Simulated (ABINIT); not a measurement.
```xyz
9
Lattice="0.000 3.499 3.499 3.499 0.000 3.499 3.499 3.499 0.000" Properties=species:S:1:pos:R:3 pbc="T T T" subject="Y2CrH6 (Fm-3m): G0W0 with ABINIT, start to end" method="RPA screening on LDA, plane waves, norm-conserving pseudopotentials (and 2 further levels or steps)" program="ABINIT 10.8.3" settings="cutoff 43 Ha, PseudoDojo scalar-relativistic 0.4.1 standard, norm-conserving, ngkpt (2, 2, 2), nband 56, ecuteps 3.2 Ha, inclvkb 2, shiftk (0, 0, 0), symchi 1, awtr 1, frequency ppm, 2×2×2 k-mesh" cost="5 runs, 4.2 min in all on 4 MPI ranks of Arm Neoverse N1, shared host" notes="This run has no spin polarisation, although Cr can carry a moment. The program’s warnings: nproc spkpt=  >= nkpt= * nsppol=. The cell and positions are those that the Materials Project relaxed with its own functionals (PBE, PBE+U or r2SCAN), kept fixed. Limits: mesh may overstate the screening; no spin polarisation; d states lean on the start; no spin-orbit coupling. The 2×2×2 mesh is coarse for this cell, which bears on the long-range parts of exchange and screening. The RPA ε∞ on this mesh reaches over 25; with a narrow direct gap a coarse mesh can overstate it, and the correction is then too small. The runs have no spin polarisation. For a closed low-spin shell that is the natural state; where a d or f shell is open it is a constraint, and the gap is then not the crystal’s own." lda_gap="0.25 eV, indirect" g0w0_gap_on_the_mesh="0.38 eV" gw_settings="2×2×2 mesh, 56 bands, screening to 87.1 eV, Godby-Needs plasmon pole"
Y     5.249    5.249    5.249
Y     1.750    1.750    1.750
Cr    0.000    0.000    0.000
H     3.499    3.499    5.280
H     3.499    1.719    3.499
H     1.719    3.499    3.499
H     3.499    3.499    1.719
H     3.499    5.280    3.499
H     5.280    3.499    3.499
```

[Long decimals in the printed logs are rounded to 6 places.]

[Logs are printed without paths, hosts, clocks, repeated set-up lines and the standing remarks that a program may print on its own settings, such as how far it seeks lower states.]

[Paths, hosts, dates, memory and timing lines, banners, echoed tables and standing remarks are left out of the program output; an Ansatz launch command may be rebuilt from the run's recorded settings. Measured values are a selection of at most five: reports struck by readers or far from the other reports are left out. None is set beside runs whose start may be inverted or whose files or cutoffs have a known fault.]

[Runs of the session that timed out or met a known fault of the program may be left out.]

[Hosts, paths, dates, database ids (printed as entryN), source tags and the programs' standing remarks are cut or masked in the printed files.]

[G0W0 gaps are taken among the corrected bands and points alone; a level outside them can change the order at an edge.]

[Where Ansatz stands beside ABINIT at settings called matched, ABINIT's density can come from a denser mesh and the files from another edition; pairs whose starting gaps differed by over 0.03 eV were left out, so agreement reads better than it is.]
